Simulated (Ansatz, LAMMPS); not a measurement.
# Static equation of state of glassy 81SiO2-7Na2O-7CaO-4ZnO (mol %) (78 atoms)

Density of this cell: 2.72 g/cm³. The cell holds 78 atoms: 22 Si, 4 Na, 2 Ca, 1 Zn and 49 O. Its edges and angles: a = 10.190 Å, b = 10.061 Å, c = 9.809 Å, α = 88.4°, β = 86.4°, γ = 92.7°. The starting structure: 78 atoms (22 Si, 4 Na, 2 Ca, 1 Zn, 49 O) placed at random at 2.4 g/cm³, melted at 4000 K for 10 ps at fixed volume with the Morse and Coulomb pair potential with partial charges (Pedone, Malavasi, Menziani, Cormack and Segre, J. Phys. Chem. B 110, 11780 (2006)). Quenched from 4000 K to 300 K at 300 K/ps and fixed volume, held 10 ps at zero pressure.

Calculated with Ansatz 0.2.0: Kohn-Sham DFT, PBEsol, PAW (set soft_2), plane waves; cutoff 420 eV, Γ point, fixed occupations. Cell and atoms were relaxed first, to V0 = 12.847 Å³ an atom at a residual P0 = -0.005 GPa. The cell was then scaled evenly, and the atoms were relaxed at each volume.

| volume (Å³/atom) | pressure (GPa) |
| --- | --- |
| 11.562 | 7.076 |
| 12.076 | ? |
| 12.461 | 1.860 |
| 13.232 | -1.701 |
| 13.617 | -3.176 |

**Question.** Fit the third-order Birch–Murnaghan equation to the rows given and interpolate to the withheld row.

Worked fit:

Take the Eulerian strain f = ½[(V0/V)^(2/3) − 1] and the normalised pressure F = (P − P0) / [3f(1 + 2f)^(5/2)]. The third-order Birch–Murnaghan equation is then the line F = B0 + (3/2)B0(B′ − 4) f, so u = f and v = F.

```
      u = f  v = F (GPa)
  0.0363831      54.4279
  0.0102567      57.6035
-0.00975668      60.8667
 -0.0190506      61.1393
```

With n = 4: mean u = 0.00445813, mean v = 58.5093, Σ(u − ū)² = 0.0018076, Σ(u − ū)(v − v̄) = -0.23089. Slope b = -0.23089 / 0.0018076 = -127.74; intercept a = v̄ − b ū = 59.079.

So B0 = a = 59.1 GPa and B′ = 4 + 2b/(3a) = 2.56. At the withheld volume f = 0.02106, F = a + b f = 56.39 GPa, and P = P0 + 3f(1 + 2f)^(5/2) F.

Prediction at 12.076: 3.944 GPa. The run gave 3.968 GPa, so the fit is low by 0.024 GPa (0.61 % of the value).

Among the rows given, the largest miss of the fit is at 13.617, by 0.019 GPa (0.19 % of the range of the table).

Limits: Static cells at zero temperature; the cell shape is held. The program notes that the SCF threshold of these relaxations is loose for the stress. The quench rate of 300 K/ps is many orders above laboratory rates, so the cell is likely richer in defects and strain than a real sample. The network of bonds at the start is that of the classical potential that made the cell, and needn't be the one that DFT or experiment would give. Only the Γ point is sampled, in a cell whose shortest periodic width is 10 Å.

[Logs are printed without paths, hosts, clocks, repeated set-up lines and the standing remarks that a program may print on its own settings, such as how far it seeks lower states.]

[Hosts, paths, dates, database ids (printed as entryN), source tags and the programs' standing remarks are cut or masked in the printed files.]
